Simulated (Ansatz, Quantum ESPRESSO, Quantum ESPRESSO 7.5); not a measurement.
**Work function of relaxed Hf(0001) under two functionals**

Wanted: relaxation and work function of Hf(0001).

Method: plane-wave DFT, PBE, GBRV ultrasoft pseudopotentials (geometry and cross-check by Ansatz 0.2.0 with PAW datasets; geometry under PBE), in Quantum ESPRESSO 7.5.

The experiments to compare with:

“Anisotropic work function of elemental crystals” (2019, arxiv:1902.07811) quotes from earlier work for Hf (polycrystalline sample, no single face): work function, loosely compared (polycrystalline sample, no single face) 3.9 eV.

## Step 1: Starting point

The cell holds 6 atoms: 6 Hf. Cell: a = 3.200 Å, b = 3.200 Å, c = 28.656 Å, α = 90.0°, β = 90.0°, γ = 60.0°. It derives from Hf. Vacuum lies along c.

## Step 2: Relaxation with Ansatz of (0001)

The geometry comes first, from a plane-wave PAW code, so that the later runs on this slab share one structure.

Contents of input.yaml:

```yaml
crystal:
  lattice:
    - [3.2, 0.0, 0.0]
    - [1.6, 2.7712812921, 0.0]
    - [0.0, 0.0, 28.656]
  atoms:
    - { symbol: Hf, position: [0.6666666667, 0.6666666667, 0.279173646] }
    - { symbol: Hf, position: [0.0, 0.0, 0.3675041876] }
    - { symbol: Hf, position: [0.6666666667, 0.6666666667, 0.4558347292] }
    - { symbol: Hf, position: [0.0, 0.0, 0.5441652708] }
    - { symbol: Hf, position: [0.6666666667, 0.6666666667, 0.6324958124] }
    - { symbol: Hf, position: [0.0, 0.0, 0.720826354] }
kpoints:
  mp_grid: { grid: [12, 12, 1] }
hamiltonian:
  xc: pbe
scf:
  occupations: { method: fermi_dirac, width: 0.1 }
  convergence: { dr2_threshold: 1.0e-08 }
efield:
  axis: 3
  dipole_correction: true
  ramp_position: 0.97
  ramp_width: 0.04
relax:
  f_tol: 0.01
  constraints: [{ sites: [2, 3] }]
output:
  write_potential: true
  write_density: true
  volumetric_format: npy
```

Run with:

```
$ ansatz run input.yaml --threads 2 --pin off --max-ram 4096MiB --backend cpu --events-out ev --progress --plain --runs-dir out
```

Numbers of over 12 decimals in the logs are rounded to 6 here.

What it wrote:

```text
Engine: ansatz 0.2.0, aarch64-unknown-linux-gnu
Pseudopotentials: kind: paw
Pseudopotential: Hf, paw, valence charge 26, recommended cutoff 420 eV (normal), Hf.paw.azcp
Functional definition: PBE
  parameter kappa = 0.804
  parameter beta = 0.066725
  exchange = pbe_x(kappa = kappa, mu = beta*pi^2/3)
  correlation = pbe_c(beta = beta)
Crystal: 6 atoms, lattice volume = 254.124 Å³
Basis set: ecut = 420 eV, 5051 PW (Γ), exchange–correlation on 48×48×384 points (8 copies of the dense FFT grid, shifted against one another)
Bands: 94, of which v1, the nominal top of the filled ones, is band 78 counted from 1 (77 counted from 0)
Symmetry: 6 space group operations
k-points: 19 of 144 (time reversal used)
Non-local potential: Hf, projectors of the file, l = 0: 3, l = 1: 2, l = 2: 2, l = 3: 3
PAW form: soft (Blöchl's): semilocal exchange-correlation on the pseudo side does not see the compensation charge
PAW one-centre angular grid: Hf, 590 points (default); XC on 64 Gauss nodes
Initial density: superposition of atomic densities (neutral atoms: chi_scale 0, normalization atom), corrected by the library's trained network
Initial wavefunctions: pseudopotential atomic-orbital guess
Functional: x = pbe(κ = 0.804, μ = 0.219515), c = pbe(β = 0.066725)
SCF iter   1: F=—  HF=-94326.458266 eV  |F-HF|=—  |Δ(HF+E_count)|=         —  Δρ=1.06e-2  dr2=1.48e1  ethr=1.77e-3  p=-0.002 e·Å  D=-1.10e-3 V/Å  ΔV_dip=0.03 eV  dr2_dipole=1.71e-2  V_vac-E_F(+/−)=4.59/4.56 eV  ⟨swp⟩=5.3  Hψ=5673  notcnv=0  defer=12
efield: sawtooth ramp at fractional position 0.9700 (set: `efield.ramp_position`, or a place that a band, a saddle search or an elastic batch's reference lends), width 0.0400; the density the first Hamiltonian is built on has a dipole p = -0.002 e·Å; the dipole correction subtracts the counter field D = -1.10e-3 V/Å, which shifts the + side's vacuum level by +0.03 eV against the − side's; the planar-averaged density in the ramp window peaks in size at 7.7e-5 e/Å³
preconditioner: auto → LDOS  [metal: Δε(μ)=0.020 eV  Ē_g=17.099 eV  σ=0.100 eV  W_gap=0.05  n_scr=76 (ndim 8)  ℏωp=28.0 eV  f_vac=0.435  D(μ)=8.53/eV (n_scr^D=76)  β→1.0]
SCF iter   2: F=—  HF=-94326.264669 eV  |F-HF|=—  |Δ(HF+E_count)|=   1.94e-1  Δρ=2.53e-3  dr2=8.11e-2  ethr=1.77e-3  p=0.000 e·Å  D=2.86e-4 V/Å  ΔV_dip=-0.01 eV  dr2_dipole=1.82e-3  V_vac-E_F(+/−)=4.32/4.33 eV  ⟨swp⟩=2.2  Hψ=2261  notcnv=0  defer=22
SCF iter   3: F=—  HF=-94326.261234 eV  |F-HF|=—  |Δ(HF+E_count)|=   3.44e-3  Δρ=1.76e-3  dr2=3.40e-2  ethr=5.20e-5  p=-0.000 e·Å  D=-1.75e-5 V/Å  ΔV_dip=0.00 eV  dr2_dipole=2.66e-6  V_vac-E_F(+/−)=4.37/4.37 eV  ⟨swp⟩=2.1  Hψ=3415  notcnv=0  defer=22
SCF iter   4: F=—  HF=-94326.258259 eV  |F-HF|=—  |Δ(HF+E_count)|=   2.97e-3  Δρ=3.32e-4  dr2=1.60e-3  ethr=2.18e-5  p=0.000 e·Å  D=9.11e-7 V/Å  ΔV_dip=-0.00 eV  dr2_dipole=1.31e-7  V_vac-E_F(+/−)=4.36/4.36 eV  ⟨swp⟩=2.0  Hψ=3381  notcnv=0  defer=22
SCF iter   5: F=—  HF=-94326.258319 eV  |F-HF|=—  |Δ(HF+E_count)|=   6.00e-5  Δρ=1.44e-4  dr2=7.51e-5  ethr=1.02e-6  p=0.000 e·Å  D=5.04e-6 V/Å  ΔV_dip=-0.00 eV  dr2_dipole=7.12e-8  V_vac-E_F(+/−)=4.36/4.36 eV  ⟨swp⟩=2.4  Hψ=2603  notcnv=0  defer=22
SCF iter   6: F=—  HF=-94326.258341 eV  |F-HF|=—  |Δ(HF+E_count)|=   2.15e-5  Δρ=5.30e-5  dr2=1.35e-5  ethr=4.81e-8  p=0.000 e·Å  D=2.48e-6 V/Å  ΔV_dip=-0.00 eV  dr2_dipole=7.88e-9  V_vac-E_F(+/−)=4.36/4.36 eV  ⟨swp⟩=2.1  Hψ=3081  notcnv=0  defer=22
SCF iter   7: F=—  HF=-94326.258338 eV  |F-HF|=—  |Δ(HF+E_count)|=   2.62e-6  Δρ=2.22e-5  dr2=1.34e-6  ethr=8.67e-9  p=0.000 e·Å  D=1.02e-6 V/Å  ΔV_dip=-0.00 eV  dr2_dipole=6.70e-9  V_vac-E_F(+/−)=4.36/4.36 eV  ⟨swp⟩=2.1  Hψ=3203  notcnv=0  defer=22
SCF iter   8: F=—  HF=-94326.258340 eV  |F-HF|=—  |Δ(HF+E_count)|=   1.92e-6  Δρ=8.84e-6  dr2=2.40e-7  ethr=8.57e-10  p=0.000 e·Å  D=8.48e-7 V/Å  ΔV_dip=-0.00 eV  dr2_dipole=2.45e-9  V_vac-E_F(+/−)=4.36/4.36 eV  ⟨swp⟩=2.2  Hψ=3151  notcnv=0  defer=22
SCF iter   9: F=—  HF=-94326.258341 eV  |F-HF|=—  |Δ(HF+E_count)|=   6.05e-7  Δρ=2.81e-6  dr2=1.98e-8  ethr=1.54e-10  p=0.000 e·Å  D=1.13e-6 V/Å  ΔV_dip=-0.00 eV  dr2_dipole=4.86e-11  V_vac-E_F(+/−)=4.36/4.36 eV  ⟨swp⟩=2.6  Hψ=3246  notcnv=0  defer=22
SCF iter  10: F=-94326.258341 eV  HF=-94326.258341 eV  |F-HF|=5.01e-9  |Δ(HF+E_count)|=   9.76e-8  Δρ=1.10e-6  dr2=4.64e-9  ethr=6.41e-12  p=0.000 e·Å  D=1.34e-6 V/Å  ΔV_dip=-0.00 eV  dr2_dipole=3.88e-13  V_vac-E_F(+/−)=4.36/4.36 eV  ⟨swp⟩=10.0  Hψ=14178  notcnv=0
SCF 1 converged in 10 iterations: F = -94326.258341 eV  dr2 = 4.64e-9
  greatest PAW one-centre occupation: 0.999 electrons in one spin orbital (limit 2), on the Hf atom at site 0 (counted from 0), in its partial waves of l = 0
relax step   1: F+E_penalty+E_count = -94326.25834087 eV  Δ(F+E_penalty+E_count) = +0.000e0 eV  max|allowed force component| = 6.888e-1 eV/Å  Δτ_max = 0.0000 Å  (10 SCF iters, accepted)
Initial density: handed on by an earlier stage of this run
Initial wavefunctions: those handed on with the density
iter 1 solved again at ethr=1.50e-3 eV; its pass at ethr=3.10e-3 eV (dr2=2.35e0 eV) is discarded
SCF iter   1: F=—  HF=-94326.467039 eV  |F-HF|=—  |Δ(HF+E_count)|=         —  Δρ=1.03e-2  dr2=2.40e0  ethr=1.50e-3  p=0.000 e·Å  D=1.33e-6 V/Å  ΔV_dip=-0.00 eV  dr2_dipole=1.27e-10  V_vac-E_F(+/−)=4.42/4.42 eV  ⟨swp⟩=1.0  Hψ=5911  notcnv=0  defer=18
efield: sawtooth ramp at fractional position 0.9700 (set: `efield.ramp_position`, or a place that a band, a saddle search or an elastic batch's reference lends), width 0.0400; the density the first Hamiltonian is built on has a dipole p = 0.000 e·Å; the dipole correction subtracts the counter field D = 1.33e-6 V/Å, which shifts the + side's vacuum level by -0.00 eV against the − side's; the planar-averaged density in the ramp window peaks in size at 1.7e-6 e/Å³
preconditioner: auto → LDOS  [metal: Δε(μ)=0.111 eV  Ē_g=17.106 eV  σ=0.100 eV  W_gap=0.26  n_scr=76 (ndim 8)  ℏωp=28.0 eV  f_vac=0.448  D(μ)=6.04/eV (n_scr^D=18)  β→1.0]
SCF iter   2: F=—  HF=-94326.299740 eV  |F-HF|=—  |Δ(HF+E_count)|=   1.67e-1  Δρ=6.80e-3  dr2=4.57e-1  ethr=1.50e-3  p=0.000 e·Å  D=7.67e-6 V/Å  ΔV_dip=-0.00 eV  dr2_dipole=4.93e-6  V_vac-E_F(+/−)=4.11/4.11 eV  ⟨swp⟩=3.2  Hψ=2428  notcnv=0  defer=18
SCF iter   3: F=—  HF=-94326.254950 eV  |F-HF|=—  |Δ(HF+E_count)|=   4.48e-2  Δρ=3.01e-3  dr2=5.37e-2  ethr=2.93e-4  p=0.000 e·Å  D=1.09e-6 V/Å  ΔV_dip=-0.00 eV  dr2_dipole=3.41e-7  V_vac-E_F(+/−)=4.25/4.25 eV  ⟨swp⟩=2.8  Hψ=3770  notcnv=0  defer=32
[...]
SCF iter   8: F=—  HF=-94326.358979 eV  |F-HF|=—  |Δ(HF+E_count)|=   1.29e-6  Δρ=7.58e-6  dr2=4.73e-7  ethr=1.20e-9  p=0.000 e·Å  D=1.32e-6 V/Å  ΔV_dip=-0.00 eV  dr2_dipole=6.61e-12  V_vac-E_F(+/−)=4.34/4.34 eV  ⟨swp⟩=2.2  Hψ=2892  notcnv=0  defer=31
SCF iter   9: F=—  HF=-94326.358979 eV  |F-HF|=—  |Δ(HF+E_count)|=   1.32e-7  Δρ=2.72e-6  dr2=5.86e-8  ethr=3.03e-10  p=0.000 e·Å  D=1.31e-6 V/Å  ΔV_dip=-0.00 eV  dr2_dipole=7.96e-11  V_vac-E_F(+/−)=4.34/4.34 eV  ⟨swp⟩=3.1  Hψ=3660  notcnv=0  defer=31
SCF iter  10: F=—  HF=-94326.358979 eV  |F-HF|=—  |Δ(HF+E_count)|=   1.41e-8  Δρ=1.54e-6  dr2=1.72e-8  ethr=6.41e-12  p=0.000 e·Å  D=1.33e-6 V/Å  ΔV_dip=-0.00 eV  dr2_dipole=2.11e-12  V_vac-E_F(+/−)=4.34/4.34 eV  ⟨swp⟩=11.5  Hψ=15384  notcnv=0
SCF iter  11: F=-94326.358979 eV  HF=-94326.358979 eV  |F-HF|=2.76e-10  |Δ(HF+E_count)|=   2.44e-9  Δρ=6.30e-7  dr2=3.68e-9  ethr=6.41e-12  p=0.000 e·Å  D=1.35e-6 V/Å  ΔV_dip=-0.00 eV  dr2_dipole=4.13e-13  V_vac-E_F(+/−)=4.34/4.34 eV  ⟨swp⟩=10.3  Hψ=13356  notcnv=0
SCF 3 converged in 11 iterations: F = -94326.358979 eV  dr2 = 3.68e-9
  greatest PAW one-centre occupation: 0.999 electrons in one spin orbital (limit 2), on the Hf atom at site 5 (counted from 0), in its partial waves of l = 0
relax step   3: F+E_penalty+E_count = -94326.35897944 eV  Δ(F+E_penalty+E_count) = -1.006e-1 eV  max|allowed force component| = 1.190e-1 eV/Å  Δτ_max = 0.0672 Å  (11 SCF iters, accepted)
SCF iter   1: F=—  HF=-94326.362637 eV  |F-HF|=—  |Δ(HF+E_count)|=         —  Δρ=8.06e-4  dr2=2.26e-2  ethr=6.81e-5  p=0.000 e·Å  D=1.35e-6 V/Å  ΔV_dip=-0.00 eV  dr2_dipole=3.63e-11  V_vac-E_F(+/−)=4.35/4.35 eV  ⟨swp⟩=2.0  Hψ=2673  notcnv=0  defer=30
efield: sawtooth ramp at fractional position 0.9700 (set: `efield.ramp_position`, or a place that a band, a saddle search or an elastic batch's reference lends), width 0.0400; the density the first Hamiltonian is built on has a dipole p = 0.000 e·Å; the dipole correction subtracts the counter field D = 1.35e-6 V/Å, which shifts the + side's vacuum level by -0.00 eV against the − side's; the planar-averaged density in the ramp window peaks in size at 1.4e-6 e/Å³
preconditioner: auto → LDOS  [metal: Δε(μ)=0.006 eV  Ē_g=17.055 eV  σ=0.100 eV  W_gap=0.02  n_scr=76 (ndim 8)  ℏωp=28.0 eV  f_vac=0.443  D(μ)=7.04/eV (n_scr^D=20)  β→1.0]
SCF iter   2: F=—  HF=-94326.361474 eV  |F-HF|=—  |Δ(HF+E_count)|=   1.16e-3  Δρ=5.20e-4  dr2=2.17e-3  ethr=1.45e-5  p=0.000 e·Å  D=1.80e-6 V/Å  ΔV_dip=-0.00 eV  dr2_dipole=4.10e-8  V_vac-E_F(+/−)=4.33/4.33 eV  ⟨swp⟩=2.0  Hψ=2268  notcnv=0  defer=30
SCF iter   3: F=—  HF=-94326.361337 eV  |F-HF|=—  |Δ(HF+E_count)|=   1.37e-4  Δρ=2.63e-4  dr2=4.13e-4  ethr=1.39e-6  p=0.000 e·Å  D=1.08e-6 V/Å  ΔV_dip=-0.00 eV  dr2_dipole=3.46e-9  V_vac-E_F(+/−)=4.34/4.34 eV  ⟨swp⟩=2.0  Hψ=3149  notcnv=0  defer=30
SCF iter   4: F=—  HF=-94326.361249 eV  |F-HF|=—  |Δ(HF+E_count)|=   8.88e-5  Δρ=5.58e-5  dr2=1.62e-5  ethr=2.65e-7  p=0.000 e·Å  D=1.16e-6 V/Å  ΔV_dip=-0.00 eV  dr2_dipole=1.31e-9  V_vac-E_F(+/−)=4.33/4.33 eV  ⟨swp⟩=2.0  Hψ=3103  notcnv=0  defer=30
SCF iter   5: F=—  HF=-94326.361265 eV  |F-HF|=—  |Δ(HF+E_count)|=   1.70e-5  Δρ=2.44e-5  dr2=2.62e-6  ethr=1.04e-8  p=0.000 e·Å  D=1.25e-6 V/Å  ΔV_dip=-0.00 eV  dr2_dipole=3.53e-10  V_vac-E_F(+/−)=4.33/4.33 eV  ⟨swp⟩=2.0  Hψ=3189  notcnv=0  defer=30
SCF iter   6: F=—  HF=-94326.361246 eV  |F-HF|=—  |Δ(HF+E_count)|=   2.00e-5  Δρ=7.42e-6  dr2=3.60e-7  ethr=1.68e-9  p=0.000 e·Å  D=1.27e-6 V/Å  ΔV_dip=-0.00 eV  dr2_dipole=5.93e-11  V_vac-E_F(+/−)=4.33/4.33 eV  ⟨swp⟩=2.1  Hψ=3251  notcnv=0  defer=30
SCF iter   7: F=—  HF=-94326.361246 eV  |F-HF|=—  |Δ(HF+E_count)|=   1.99e-7  Δρ=2.39e-6  dr2=2.22e-8  ethr=2.31e-10  p=0.000 e·Å  D=1.30e-6 V/Å  ΔV_dip=-0.00 eV  dr2_dipole=2.15e-12  V_vac-E_F(+/−)=4.33/4.33 eV  ⟨swp⟩=2.1  Hψ=2786  notcnv=0  defer=30
SCF iter   8: F=-94326.361246 eV  HF=-94326.361246 eV  |F-HF|=7.28e-10  |Δ(HF+E_count)|=   2.42e-8  Δρ=8.89e-7  dr2=3.74e-9  ethr=6.41e-12  p=0.000 e·Å  D=1.31e-6 V/Å  ΔV_dip=-0.00 eV  dr2_dipole=3.96e-13  V_vac-E_F(+/−)=4.33/4.33 eV  ⟨swp⟩=10.6  Hψ=14604  notcnv=0
SCF 4 converged in 8 iterations: F = -94326.361246 eV  dr2 = 3.74e-9
relax step   4: F+E_penalty+E_count = -94326.36124573 eV  Δ(F+E_penalty+E_count) = -2.266e-3 eV  max|allowed force component| = 4.613e-3 eV/Å  Δτ_max = 0.0116 Å  (8 SCF iters, accepted)
NSCF: frozen V_eff on 19 k-points
the band table was solved once a step of the walk had ended and its energy, with any forces and stress, was formed, with the checks that follow a solve (7616 applications of the Hamiltonian). They found nothing against the state; the energy, forces and stress were not computed again (output.eigenvalues in the input reference)
WARN: The output density's exchange-correlation potential varies sharply where the density is thin. Do not read a vacuum level from v_tot or v_xc, or from such a field of the output density. On a cell that repeats whose density bears no net charge and no dipole along the vacuum's axis use v_es (v_loc + v_h of the components); under efield.dipole_correction with no amplitude use v_es + v_field, which holds any externa [...]
SCF converged after 8 iterations
Free energy (F): -94326.361246 eV
Harris-Foulkes:  -94326.361246 eV  (|F-HF|=7.28e-10)
Internal energy: -94326.126474 eV  (E = F + TS)
E sigma→0 (E₀):  -94326.243860 eV
Entropy (-TS):   -0.234772 eV (-39.129 meV/atom)
Fermi energy:    8.559579 eV
Dipole field:    D = 0.000001 V/Å  (p = 0.000001 e·Å, saw-weighted, corrected)
Work function:   Φ+ = 4.3325 eV   Φ− = 4.3326 eV
Levels:          The Fermi level and band energies are counted from a zero that moves with the ramp; work functions are not
--- Per-component energies (eV) ---
  E_band       = -1552.652512
  E_kinetic    = 2543.156959
  E_local      = -300505.599816  (includes V_loc(G=0)·N_el)
  E_nonlocal   = -7466.242806
  E_hartree    = 148469.406949
  E_xc         = -1798.764111
  E_vxc        = -1594.466887  (∫ρ·V_xc dr)
  E_paw        = -41566.547276  (= ΣΔE_a)
  E_vpaw       = 8531.662917  (= ΣTr[D̂ρ^β])
  E_aug_tail   = -0.000008  (compensation charges beyond the density's cutoff)
  E_efield     = 0.000000  (sawtooth field / dipole correction)
  E_vefield    = -0.000025  (∫n·V_field dr)
  E_ewald      = 105998.463634
  E_smearing   = -0.234772  (= −TS)
  E_closure    = 0.000000  (closes the sum)
  Σ components = -94326.361246   (vs F -94326.361246, Δ=0.00e0)
--- Forces (eV/Å), atoms counted from 1 ---
  atom   1  Hf     0.00000000     0.00000000    -0.00116467
  atom   2  Hf    -0.00000000    -0.00000000     0.00461254
  atom   3  Hf     0.00000000     0.00000000     0.12553394
  atom   4  Hf    -0.00000000    -0.00000000    -0.12553444
  atom   5  Hf     0.00000000     0.00000000    -0.00461216
  atom   6  Hf     0.00000000    -0.00000000     0.00116479
  max |Σ_I F_I| component: 1.40e-9 eV/Å
--- Band table (eV; the first three rows and the last of 19) ---
  k-point 0: bands = [... 74 lower, 8.8491, 8.9664, 9.3028, 9.5976, 9.5976, 9.6016, 9.6016, 9.7077, ... 12 higher]
  k-point 1: bands = [... 74 lower, 8.6855, 8.8372, 9.0736, 9.3537, 9.3710, 9.5259, 9.7136, 9.7382, ... 12 higher]
  k-point 2: bands = [... 74 lower, 8.2763, 8.3898, 8.7250, 8.8009, 8.8549, 9.2237, 9.5315, 9.7064, ... 12 higher]
  k-point 18: bands = [... 74 lower, 7.2298, 7.4288, 7.4288, 8.4651, 8.4651, 8.7047, 8.7047, 8.7424, ... 12 higher]
--- Relaxed structure (4 steps of the walk, 3 accepted, 0 SCFs on fresh bases) ---
  F+E_penalty+E_count = -94326.36124573 eV   max|allowed force component| = 4.613e-3 eV/Å
  atoms:
    - { symbol: Hf, position: [0.666667, 0.666667, 0.281643] }
    - { symbol: Hf, position: [0, 0, 0.364754] }
    - { symbol: Hf, position: [0.666667, 0.666667, 0.4558347292] }
    - { symbol: Hf, position: [0.0, 0.0, 0.544165] }
    - { symbol: Hf, position: [0.666667, 0.666667, 0.635246] }
    - { symbol: Hf, position: [0, 0, 0.718357] }
```

Elapsed: 92 s, on 2 threads of Arm Neoverse V2, shared host; peak memory 0.74 GiB; 3 min of CPU time.

The steps of the relaxation:

```csv
step,energy less that of the first step (eV),largest force component (eV/Å)
1,0.0000,0.6888
2,0.0131,0.9355
3,-0.1006,0.1190
4,-0.1029,0.0046
```

Relaxation step 2 was tried and not accepted.

Forces are held to the 6 operations that the run works with; a distortion that breaks them can't arise in this run.

The atoms that moved most (Å):

```csv
atom,dx,dy,dz,length
Hf2,0.000,0.000,-0.079,0.079
Hf5,0.000,0.000,0.079,0.079
Hf6,0.000,0.000,-0.071,0.071
Hf1,0.000,0.000,0.071,0.071
```

The relaxed structure:

```xyz
6
Lattice="3.2000 0.0000 0.0000 1.6000 2.7713 0.0000 0.0000 0.0000 28.6560" Properties=species:S:1:pos:R:3
Hf    3.2000    1.8475    8.0708
Hf    0.0000    0.0000   10.4524
Hf    3.2000    1.8475   13.0624
Hf    0.0000    0.0000   15.5936
Hf    3.2000    1.8475   18.2036
Hf    0.0000    0.0000   20.5852
```

The relaxation lowers the energy by 17 meV an atom. Held were the atoms numbered 3 and 4; the forces quoted are those on the free ones.

This step gave:

| Property | Result |
| --- | --- |
| free energy | -94326.3612 eV |
| energy at zero smearing | -94326.2439 eV |
| smearing term TS | 0.2348 eV |
| Fermi energy | 8.560 eV |
| symmetry operations | 6 |
| work function of the upper face | 4.333 eV |
| work function of the lower face | 4.333 eV |
| dipole along the normal | 7.91e-7 e·Å |

(Part 1 of 3 ends here.)

[Logs are printed without paths, hosts, clocks, repeated set-up lines and the standing remarks that a program may print on its own settings, such as how far it seeks lower states.]

[Hosts, paths, dates, database ids (printed as entryN), source tags and the programs' standing remarks are cut or masked in the printed files.]

[Maps of the electrostatic potential energy from Ansatz leave out the sawtooth potential of an applied field or a dipole correction, so their vacuum need not be flat; planar profiles and work functions include it.]
